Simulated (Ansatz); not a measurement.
# La2O3 (P-3m1): converging the G0W0 gap

Aim: see how the G0W0 gap of La2O3 (P-3m1) on PBE moves with empty bands and screening cutoff, and what each rung costs.

Main program and level: Ansatz 0.2.0; G0W0 on PBE, plane waves, PAW.

## (1) The starting structure

The structure is trigonal, space group P-3m1 (No. 164). The conventional cell has a = 3.931 Å, b = 3.931 Å, c = 6.112 Å, α = 90.00°, β = 90.00°, γ = 120.00°. Nearest to La lie 7 O at 2.36 to 2.72 Å. O has 4 La at 2.36 to 2.44 Å nearest. O has 6 La at 2.72 Å nearest. Farther neighbours and most contacts between anions are not listed.

The cell and positions are those that the Materials Project relaxed with its own functionals (PBE, PBE+U or r2SCAN), kept fixed. Spin-orbit coupling is left out unless a step names it. The default PAW set here is soft_2. Its files were made with PBE.

## (2) 86 empty bands, screening to 60 eV

Now the one-shot GW correction: screening in the RPA, then the self-energy of the levels asked for.

input.yaml

```yaml
crystal:
  lattice:
    - [3.930777878, 0.0, 0.0]
    - [-1.965388939, 3.404153499, 0.0]
    - [0.0, 0.0, 6.11195352]
  atoms:
    - { symbol: La, position: [0.66666667, 0.33333333, 0.75376432] }
    - { symbol: La, position: [0.33333333, 0.66666667, 0.24623568] }
    - { symbol: O, position: [0.66666667, 0.33333333, 0.35410935] }
    - { symbol: O, position: [0.33333333, 0.66666667, 0.64589065] }
    - { symbol: O, position: [0.0, 0.0, 0.0] }
kpoints:
  mp_grid: { grid: [6, 6, 4] }
hamiltonian:
  xc: pbe
scf:
  occupations: { method: fixed }
gw:
  n_empty_bands: 86
  ecut_chi: 60
  qp_bands: [v2, c2]
  qp_kpoints: band_edges
  screening: { model: contour_deformation }
```

Run with:

```console
ansatz run input.yaml --threads 3 --pin off --max-ram 64512MiB --backend cuda --events-out ev --progress --plain --runs-dir out --devices 1 --max-vram 24GiB  # rebuilt from the run's record
```

Numbers of over 12 decimals in the logs are rounded to 6 here.

Output:

```text
GPUs: using 1 of 1 available (devices: 1).
Engine: ansatz 0.2.0, x86_64-unknown-linux-gnu
Pseudopotentials: kind: paw
Pseudopotential: La, paw, valence charge 11, recommended cutoff 420 eV (normal), La.paw.azcp
Pseudopotential: O, paw, valence charge 6, recommended cutoff 420 eV (normal), O.paw.azcp
Functional definition: PBE
  parameter kappa = 0.804
  parameter beta = 0.066725
  exchange = pbe_x(kappa = kappa, mu = beta*pi^2/3)
  correlation = pbe_c(beta = beta)
device memory: the entry about to start is reckoned to put 0.9 GiB on a device that reports 67.1 GiB free (of which the cap on the GPU budget leaves the run 24.0 GiB)
GPU FFT provider: cuFFT
GPU libraries: cuBLAS 13.8.2, cuFFT 12.4.0, cuSOLVER 12.3.4
Crystal: 5 atoms, lattice volume = 81.784 Å³
Basis set: ecut = 420 eV, 1641 PW (Γ)
Bands: 25, of which v1, the nominal top of the filled ones, is band 20 counted from 1 (19 counted from 0)
Symmetry: 12 space group operations
Space group: P-3m1 (ITA 164), of the structure as read, at distance tolerance 4.3e-5 Å
k-points: 24 of 144
Non-local potential: La, projectors of the file, l = 0: 3, l = 1: 2, l = 2: 2, l = 3: 3
Non-local potential: O, projectors of the file, l = 0: 2, l = 1: 2, l = 2: 1
PAW form: soft (Blöchl's): semilocal exchange-correlation on the pseudo side does not see the compensation charge
PAW one-centre angular grid: La, 590 points (default); XC on 64 Gauss nodes
PAW one-centre angular grid: O, 110 points (default); XC on 64 Gauss nodes
Initial density: superposition of atomic densities (neutral atoms: chi_scale 0, normalization atom), corrected by the library's trained network
Initial wavefunctions: pseudopotential atomic-orbital guess
GPU buffer pool allocated for 32805 grid points (all kernels)
GPU transforms: local potential and band sums: pruned to the plane-wave sphere, on 25×27×45
Functional: x = pbe(κ = 0.804, μ = 0.219515), c = pbe(β = 0.066725)
SCF iter   1: F=—  HF=-14212.058432 eV  |F-HF|=—  |Δ(HF+E_count)|=         —  Δρ=2.35e-3  dr2=4.65e-3  ethr=1.77e-3  ⟨swp⟩=4.8  Hψ=2499  notcnv=0  defer=50
preconditioner: auto → Resta (q_TF=auto, 2.422 Å⁻¹)  ε∞=4.9  [insulator: Δε(μ)=3.878 eV  Ē_g=12.507 eV  n_scr=22 (ndim 8)  ℏωp=24.6 eV  f_vac=0.023  ε∞_Penn≈4.9]
SCF iter   2: F=—  HF=-14212.059700 eV  |F-HF|=—  |Δ(HF+E_count)|=   1.27e-3  Δρ=1.45e-3  dr2=9.96e-4  ethr=1.16e-5  ⟨swp⟩=3.3  Hψ=1343  notcnv=0  defer=68
SCF iter   3: F=—  HF=-14212.060105 eV  |F-HF|=—  |Δ(HF+E_count)|=   4.05e-4  Δρ=6.57e-4  dr2=3.52e-4  ethr=2.49e-6  ⟨swp⟩=2.2  Hψ=1029  notcnv=0  defer=67
SCF iter   4: F=—  HF=-14212.060289 eV  |F-HF|=—  |Δ(HF+E_count)|=   1.84e-4  Δρ=1.07e-4  dr2=8.65e-6  ethr=8.81e-7  ⟨swp⟩=2.3  Hψ=984  notcnv=0  defer=66
SCF iter   5: F=—  HF=-14212.060295 eV  |F-HF|=—  |Δ(HF+E_count)|=   6.11e-6  Δρ=7.94e-5  dr2=4.46e-6  ethr=2.16e-8  ⟨swp⟩=2.0  Hψ=1061  notcnv=0  defer=52
SCF iter   6: F=—  HF=-14212.060295 eV  |F-HF|=—  |Δ(HF+E_count)|=   6.55e-7  Δρ=2.36e-5  dr2=3.98e-7  ethr=1.12e-8  ⟨swp⟩=2.0  Hψ=851  notcnv=0  defer=52
SCF iter   7: F=-14212.060295 eV  HF=-14212.060295 eV  |F-HF|=1.18e-8  |Δ(HF+E_count)|=   1.29e-7  Δρ=5.58e-6  dr2=2.64e-8  ethr=2.50e-10  ⟨swp⟩=12.3  Hψ=2641  notcnv=0
SCF 1 converged in 7 iterations: F = -14212.060295 eV  dr2 = 2.64e-8
  greatest PAW one-centre occupation: 0.973 electrons in one spin orbital (limit 2), on the La atom at site 1 (counted from 0), in its partial waves of l = 0
device memory: the entry about to start is reckoned to put 0.9 GiB (of the 1.0 GiB reckoned in all, the device holds 0.1 GiB already) on a device that reports 67.0 GiB free (of which the cap on the GPU budget leaves the run 23.9 GiB)
NSCF: frozen V_eff on 24 k-points, pencils in batches of 32, up to order 100
the band table was solved once the SCF had ended and its energy, with any forces and stress, was formed, with the checks that follow a solve (3115 applications of the Hamiltonian). They found nothing against the state; the energy, forces and stress were not computed again (output.eigenvalues in the input reference)
device memory: the entry about to start is reckoned to put 2.6 GiB on a device that reports 58.6 GiB free (of which the cap on the GPU budget leaves the run 24.0 GiB)
NSCF: frozen V_eff on 24 k-points
G₀W₀ screening: q 1/24
[... further progress lines ...]
SCF converged after 7 iterations
Free energy (F): -14212.060295 eV
Harris-Foulkes:  -14212.060295 eV  (|F-HF|=1.18e-8)
Internal energy: -14212.060295 eV  (E = F + TS)
E sigma→0 (E₀):  -14212.060295 eV
Fermi energy:    9.712589 eV
--- Per-component energies (eV) ---
  E_band       = -6.404244
  E_kinetic    = 912.934809
  E_local      = -1532.904581  (includes V_loc(G=0)·N_el)
  E_nonlocal   = 336.615458
  E_hartree    = 547.316391
  E_xc         = -503.632671
  E_vxc        = -582.212718  (∫ρ·V_xc dr)
  E_paw        = -11307.954448  (= ΣΔE_a)
  E_vpaw       = -235.474686  (= ΣTr[D̂ρ^β])
  E_aug_tail   = 0.007195  (compensation charges beyond the density's cutoff)
  E_ewald      = -2664.442448
  E_smearing   = -0.000000  (= −TS)
  E_closure    = 0.000000  (closes the sum)
  Σ components = -14212.060295   (vs F -14212.060295, Δ=0.00e0)
--- Band table (eV; the first three rows and the last of 24) ---
[...]
ik  band        ε_KS         Σx   Σc(E_QP)       V_xc       Z   E_QP_lin       E_QP  E_QP is
     0    19      9.3277   -24.4212     4.5807   -19.6639  0.7476     9.1508     9.1512  root
     0    20      9.5904   -24.8986     4.5898   -20.1974  0.7511     9.4789     9.4791  root
     0    21     13.9925   -11.5632    -5.9759   -20.0166  0.7884    16.5848    16.4700  root ?
     0    22     14.2808   -11.9228    -5.9415   -20.3424  0.7833    16.8789    16.7589  root ?
     1    19      9.3731   -24.5672     4.5821   -19.8225  0.7478     9.2100     9.2104  root
     1    20      9.3731   -24.5672     4.5821   -19.8225  0.7478     9.2100     9.2104  root
     1    21     14.1284   -13.1415    -6.5530   -22.5928  0.7760    17.2166    17.0268  root ?
     1    22     14.3412   -13.2048    -6.4429   -22.4773  0.7738    17.3509    17.1707  root ?
     2    19      9.4245   -24.7574     4.5900   -20.0228  0.7479     9.2797     9.2800  root
     2    20      9.4245   -24.7574     4.5900   -20.0228  0.7479     9.2797     9.2800  root
     2    21     14.3520   -16.2020    -7.7597   -27.5376  0.7538    18.3304    17.9279  root ?
     2    22     14.3961   -14.4712    -6.9785   -24.6008  0.7645    17.8068    17.5471  root ?
     3    19      9.3154   -24.3595     4.5585   -19.6056  0.7492     9.1194     9.1200  root
     3    20      9.5131   -24.7360     4.6184   -19.9684  0.7492     9.3637     9.3640  root
     3    21     14.0739   -12.1549    -5.8270   -20.4752  0.7843    16.6850    16.5672  root ?
     3    22     14.3084   -13.5189    -6.4692   -22.8645  0.7724    17.3764    17.1847  root ?
     4    19      9.2392   -24.2583     4.6580   -19.3751  0.7453     9.0131     9.0139  root
     4    20      9.4765   -24.5529     4.5504   -19.8323  0.7513     9.3059     9.3063  root
     4    21     14.1065   -13.1274    -6.3043   -22.2447  0.7768    17.0899    16.9195  root ?
     4    22     14.3578   -13.4340    -6.3335   -22.5796  0.7735    17.3460    17.1699  root ?
     5    19      9.2914   -24.3984     4.5818   -19.6163  0.7480     9.0905     9.0910  root
     5    20      9.5552   -24.8175     4.5864   -20.0797  0.7510     9.4036     9.4039  root
     5    21     14.1374   -14.0718    -6.4417   -23.4857  0.7712    17.3121    17.1097  root ?
     5    22     14.4811   -15.5971    -7.4835   -26.4945  0.7568    18.2417    17.8950  root ?
     6    19      9.4203   -24.7380     4.5917   -19.9882  0.7489     9.2619     9.2622  root
     6    20      9.5535   -24.8241     4.6154   -20.0707  0.7495     9.4152     9.4155  root
     6    21     14.0045   -12.5455    -5.9266   -21.0725  0.7822    16.7355    16.6049  root ?
     6    22     14.4167   -14.0843    -6.8044   -23.9476  0.7680    17.7074    17.4755  root ?
     7    19      9.3671   -24.7395     4.5676   -19.9875  0.7519     9.1822     9.1827  root
     7    20      9.4396   -24.7769     4.7111   -19.8767  0.7469     9.2500     9.2505  root
     7    21     13.7213   -10.8461    -4.9018   -17.6750  0.7974    15.7013    15.6484  root
     7    22     14.3715   -15.3104    -7.2311   -25.8811  0.7606    18.0211    17.7110  root ?
     8    19      9.2401   -24.4605     4.5464   -19.6953  0.7525     9.0206     9.0212  root
     8    20      9.4409   -24.7527     4.6094   -19.9554  0.7516     9.2524     9.2529  root
     8    21     14.0854   -12.3478    -5.4698   -20.1872  0.7851    16.5543    16.4549  root
     8    22     14.2570   -14.6333    -6.6316   -24.3471  0.7670    17.5746    17.3393  root ?
     9    19      9.3817   -24.7024     4.6895   -19.8345  0.7465     9.2028     9.2033  root
     9    20      9.6381   -24.9691     4.6242   -20.1874  0.7511     9.4803     9.4806  root
     9    21     14.0960   -13.8268    -6.0829   -22.7191  0.7746    17.0712    16.9053  root ?
     9    22     14.4593   -14.1180    -6.3947   -23.4320  0.7698    17.5796    17.3786  root ?
    10    19      9.3740   -24.8542     4.6640   -20.0240  0.7484     9.2074     9.2078  root
    10    20      9.5589   -25.1224     4.7204   -20.2560  0.7477     9.4125     9.4128  root
[...]
10    22     14.5672   -17.2361    -8.1765   -29.1504  0.7468    18.8003    18.3049  root ?
[...]
11    22     14.3770   -15.8108    -7.4708   -26.7636  0.7586    18.2136    17.8591  root ?
[...]
12    22     14.3831   -15.5104    -7.1392   -25.9947  0.7610    18.0364    17.7282  root ?
[...]
13    21     14.0827   -13.8622    -6.1562   -22.8664  0.7746    17.1024    16.9307  root ?
    13    22     14.3031   -13.9795    -6.2251   -23.0844  0.7731    17.3703    17.1830  root ?
[...]
14    22     14.2616   -13.8772    -6.3603   -23.1237  0.7712    17.3371    17.1479  root ?
[...]
17    22     14.2960   -14.2404    -6.6894   -23.9839  0.7687    17.5799    17.3501  root ?
[...]
18    22     14.3068   -14.9246    -6.7646   -24.8357  0.7647    17.7084    17.4533  root ?
[...]
19    21     14.1570   -13.2983    -5.8132   -21.7618  0.7787    16.9464    16.8073  root ?
    19    22     14.2694   -13.8793    -6.3169   -23.0877  0.7729    17.3498    17.1609  root ?
[...]
20    22     14.3942   -15.4970    -7.2253   -26.0879  0.7606    18.0752    17.7598  root ?
[...]
21    20      9.6015   -25.6350     4.5845   -20.9213  0.7600     9.4721     9.4723  root
    21    21     13.5680    -9.2145    -4.2442   -14.8411  0.8107    14.9721    14.9503  root
    21    22     14.4158   -14.6611    -6.8508   -24.6372  0.7640    17.7909    17.5411  root ?
    22    19      9.2295   -24.4986     4.6580   -19.6115  0.7474     8.9997     9.0005  root
    22    20      9.5553   -25.5510     4.5838   -20.8373  0.7596     9.4252     9.4255  root
    22    21     13.7274    -9.9738    -4.4962   -16.1006  0.8048    15.3916    15.3580  root
    22    22     14.5152   -16.2802    -7.5398   -27.3070  0.7532    18.3758    18.0022  root ?
    23    19      9.4341   -24.8787     4.6569   -20.0395  0.7485     9.2513     9.2518  root
    23    20      9.4832   -25.5236     4.6004   -20.8077  0.7586     9.3675     9.3677  root
    23    21     13.9466   -11.6796    -5.1216   -18.9873  0.7925    16.2077    16.1327  root
    23    22     14.5203   -13.6901    -6.5292   -23.1029  0.7685    17.6059    17.4038  root ?
```

Run time: 19 s. Hardware: 1 × NVIDIA H100 80GB HBM3 (shared by 3 runs) with 3 threads of AMD EPYC 7R13 (Zen 3), shared host; peak memory 1.2 GiB.

Reading the cycles: dr2 is the Hartree energy of the density residual (eV), the measure of convergence; HF is the Harris–Foulkes estimate of the energy, which meets the free energy F at convergence.

Numbers from this step:

* bands summed: 106
* RPA ε∞ on this mesh (eigenvalues): 4.546, 4.636, 4.636
* plane waves in the screening matrix: 97
* q-points in the mesh: 144
* G0W0 gap on the mesh: 5.389 eV
* k of the valence top: 0, -0.5, -0.5
* k of the conduction bottom: 0.3333, 0.3333, 0
* starting gap on the mesh: 3.841 eV
* Z at the valence top: 0.7509
* Z at the conduction bottom: 0.8107
* least direct G0W0 gap on the computed points: 5.478 eV

The gap on the mesh goes from 3.84 eV to 5.39 eV, a correction of +1.55 eV. Between the two edge states, bare exchange in place of the xc potential would open the gap by 10.42 eV, and correlation takes back 8.88 eV.

## (3) 244 empty bands, screening to 120 eV

Another rung: the empty bands reach about as high as the screening cutoff, so the two stay in balance.

input.yaml: that of step 2 with these lines changed.

```diff
@@ -18,4 +18,4 @@
 gw:
-  n_empty_bands: 86
-  ecut_chi: 60
+  n_empty_bands: 244
+  ecut_chi: 120
   qp_bands: [v2, c2]
```

Output:

```text
GPUs: using 1 of 1 available (devices: 1).
[...]
GPU FFT provider: cuFFT
GPU libraries: cuBLAS 13.8.2, cuFFT 12.4.0, cuSOLVER 12.3.4
Crystal: 5 atoms, lattice volume = 81.784 Å³
Basis set: ecut = 420 eV, 1641 PW (Γ)
Bands: 25, of which v1, the nominal top of the filled ones, is band 20 counted from 1 (19 counted from 0)
Symmetry: 12 space group operations
[...]
k-points: 24 of 144
[...]
GPU buffer pool allocated for 32805 grid points (all kernels)
[...]
SCF iter   1: F=—  HF=-14212.058432 eV  |F-HF|=—  |Δ(HF+E_count)|=         —  Δρ=2.35e-3  dr2=4.65e-3  ethr=1.77e-3  ⟨swp⟩=4.8  Hψ=2499  notcnv=0  defer=50
[...]
SCF iter   7: F=-14212.060295 eV  HF=-14212.060295 eV  |F-HF|=1.18e-8  |Δ(HF+E_count)|=   1.29e-7  Δρ=5.58e-6  dr2=2.64e-8  ethr=2.50e-10  ⟨swp⟩=12.3  Hψ=2641  notcnv=0
SCF 1 converged in 7 iterations: F = -14212.060295 eV  dr2 = 2.64e-8
[...]
NSCF: frozen V_eff on 24 k-points, pencils in batches of 32, up to order 100
[...]
NSCF: frozen V_eff on 24 k-points
G₀W₀ screening: q 1/24
[... further progress lines ...]
SCF converged after 7 iterations
Free energy (F): -14212.060295 eV
[...]
Internal energy: -14212.060295 eV  (E = F + TS)
E sigma→0 (E₀):  -14212.060295 eV
Fermi energy:    9.712589 eV
[...]
--- Band table (eV; the first three rows and the last of 24) ---
  k-point 0: bands = [... 16 lower, 8.0512, 9.3277, 9.3277, 9.5904, 13.9925, 14.2808, 14.2808, 14.8589, ... 1 higher]
[...]
1    20      9.3731   -24.5672     4.2767   -19.8225  0.7405     8.9018     8.9050  root
     1    21     14.1284   -13.1415    -6.9135   -22.5928  0.7715    16.8060    16.6663  root ?
     1    22     14.3412   -13.2048    -6.8398   -22.4773  0.7691    16.9009    16.7739  root ?
     2    19      9.4245   -24.7574     4.2821   -20.0228  0.7406     8.9691     8.9721  root
     2    20      9.4245   -24.7574     4.2821   -20.0228  0.7406     8.9691     8.9721  root
     2    21     14.3520   -16.2020    -8.1434   -27.5376  0.7481    17.8447    17.5442  root ?
     2    22     14.3961   -14.4712    -7.3793   -24.6008  0.7594    17.3333    17.1463  root ?
[...]
3    22     14.3084   -13.5189    -6.8592   -22.8645  0.7675    16.9311    16.7947  root ?
[...]
4    21     14.1065   -13.1274    -6.6830   -22.2447  0.7722    16.6631    16.5408  root ?
     4    22     14.3578   -13.4340    -6.7253   -22.5796  0.7687    16.9022    16.7781  root ?
[...]
5    21     14.1374   -14.0718    -6.8320   -23.4857  0.7662    16.8649    16.7194  root ?
[...]
20    22     14.3942   -15.4970    -7.6278   -26.0879  0.7550    17.5876    17.3573  root ?
[...]
21    22     14.4158   -14.6611    -7.2503   -24.6372  0.7588    17.3209    17.1416  root ?
[...]
22    21     13.7274    -9.9738    -4.8418   -16.1006  0.8010    15.0324    15.0123  root
    22    22     14.5152   -16.2802    -7.9445   -27.3070  0.7473    17.8702    17.5975  root ?
    23    19      9.4341   -24.8787     4.3456   -20.0395  0.7410     8.9369     8.9405  root
    23    20      9.4832   -25.5236     4.2589   -20.8077  0.7515     9.0234     9.0262  root
    23    21     13.9466   -11.6796    -5.4919   -18.9873  0.7881    15.8121    15.7624  root
    23    22     14.5203   -13.6901    -6.9282   -23.1029  0.7634    17.1467    17.0049  root ?
```

It took 31 s on 1 × NVIDIA H100 80GB HBM3 (shared by 3 runs) with 3 threads; peak memory 1.5 GiB.

Numbers from this step:

```
bands summed                                 : 264
RPA ε∞ on this mesh (eigenvalues)            : 4.511, 4.608, 4.608
plane waves in the screening matrix          : 251
q-points in the mesh                         : 144
G0W0 gap on the mesh                         : 5.373 eV
k of the valence top                         : 0, -0.5, -0.5
k of the conduction bottom                   : 0.3333, 0.3333, 0
starting gap on the mesh                     : 3.841 eV
Z at the valence top                         : 0.7431
Z at the conduction bottom                   : 0.8072
least direct G0W0 gap on the computed points : 5.485 eV
```

Against the run with 6×6×4 mesh, 86 empty bands, screening to 60 eV, the gap moves by −0.016 eV.

## (4) 525 empty bands, screening to 200 eV

input.yaml: that of step 3 with these lines changed.

```diff
@@ -18,4 +18,4 @@
 gw:
-  n_empty_bands: 244
-  ecut_chi: 120
+  n_empty_bands: 525
+  ecut_chi: 200.0
   qp_bands: [v2, c2]
```

Output:

```text
GPUs: using 1 of 1 available (devices: 1).
[...]
GPU FFT provider: cuFFT
GPU libraries: cuBLAS 13.8.2, cuFFT 12.4.0, cuSOLVER 12.3.4
Crystal: 5 atoms, lattice volume = 81.784 Å³
Basis set: ecut = 420 eV, 1641 PW (Γ)
Bands: 25, of which v1, the nominal top of the filled ones, is band 20 counted from 1 (19 counted from 0)
Symmetry: 12 space group operations
[...]
k-points: 24 of 144
[...]
22    22     14.5152   -16.2802    -8.0879   -27.3070  0.7445    17.6978    17.4542  root ?
    23    19      9.4341   -24.8787     4.1162   -20.0395  0.7369     8.7032     8.7112  root
    23    20      9.4832   -25.5236     4.0102   -20.8077  0.7475     8.7707     8.7775  root
    23    21     13.9466   -11.6796    -5.6327   -18.9873  0.7861    15.6635    15.6216  root
    23    22     14.5203   -13.6901    -7.0719   -23.1029  0.7610    16.9854    16.8612  root ?
[key lines of the parts left out:]
SCF converged after 7 iterations
Free energy (F): -14212.060295 eV
Fermi energy:    9.712589 eV
```

Elapsed: 44 s, on 1 × NVIDIA H100 80GB HBM3 (shared by 3 runs) with 3 threads; peak memory 2.4 GiB; 80 s of CPU time.

Numbers from this step:

| Property | Result |
| --- | --- |
| bands summed | 545 |
| RPA ε∞ on this mesh (eigenvalues) | 4.503, 4.599, 4.599 |
| plane waves in the screening matrix | 537 |
| G0W0 gap on the mesh | 5.479 eV |
| k of the valence top | 0, -0.5, -0.5 |
| k of the conduction bottom | 0.3333, 0.3333, 0 |
| starting gap on the mesh | 3.841 eV |
| least direct G0W0 gap on the computed points | 5.605 eV |

Against the run with 6×6×4 mesh, 244 empty bands, screening to 120 eV, the gap moves by +0.11 eV.

(Part 1 of 2 ends here.)

[Paths, hosts, dates, memory and timing lines, banners, echoed tables and standing remarks are left out of the program output.]

[Logs are printed without paths, hosts, clocks, repeated set-up lines and the standing remarks that a program may print on its own settings, such as how far it seeks lower states.]

[Runs of the session that timed out or met a known fault of the program may be left out.]

[Cells called generated may have been cut or substituted from an entry of the Crystallography Open Database or the Materials Project.]

[Hosts, paths, dates, database ids (printed as entryN), source tags and the programs' standing remarks are cut or masked in the printed files.]
